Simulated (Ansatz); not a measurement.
The compound is TiNCl (Pmmn).

It takes space group Pmmn (No. 59, orthorhombic). The conventional cell has a = 3.258 Å, b = 3.937 Å, c = 7.803 Å, α = 90.00°, β = 90.00°, γ = 90.00°. Nearest to Ti lie 4 N at 2.01 Å and 2 Cl at 2.42 Å. Nearest to N lie 4 Ti at 2.01 Å. Nearest to Cl lie 2 Ti at 2.42 Å. Farther neighbours and most contacts between anions are not listed.

```
Ti N Cl
1.0
     0.00000    2.30375    2.30375
    -3.93700    0.00000    0.00000
     0.00000   -5.51755    5.51755
Ti N Cl
2 2 2
Cartesian
  -1.9685 -0.5518 0.5518
  0.0000 -3.8139 6.1177
  -1.9685 -4.0898 6.3936
  0.0000 -0.2759 0.2759
  -1.9685 -0.6689 2.9727
  0.0000 -3.6968 3.6968
```

The cell and positions come from the Crystallography Open Database and are kept as given unless a step says otherwise. PAW set soft_2, made with PBE.

A constrained-RPA run (Ansatz 0.2.0; non-magnetic LDA; Ti t2g, bands c1 to c6, 6×4×2 mesh, medium accuracy) builds 6 functions on bands 2.7 eV wide, with 0.0 electrons in the window. The bare on-site interaction is 13.3 eV and the bare J 0.44 eV.

Question: Estimate U, U′ and J.

On the Ti t2g shell, U = 2.22 eV (17 % of the bare value), U′ = 1.55 eV, J = 0.32 eV.

The parent state is non-magnetic and the interaction static (zero frequency); U depends on the window and the orbitals, so it belongs to this model alone.

[Paths, hosts, dates, memory and timing lines, banners, echoed tables and standing remarks are left out of the program output.]

[Logs are printed without paths, hosts, clocks, repeated set-up lines and the standing remarks that a program may print on its own settings, such as how far it seeks lower states.]

[Runs of the session that timed out or met a known fault of the program may be left out.]

[Hosts, paths, dates, database ids (printed as entryN), source tags and the programs' standing remarks are cut or masked in the printed files.]
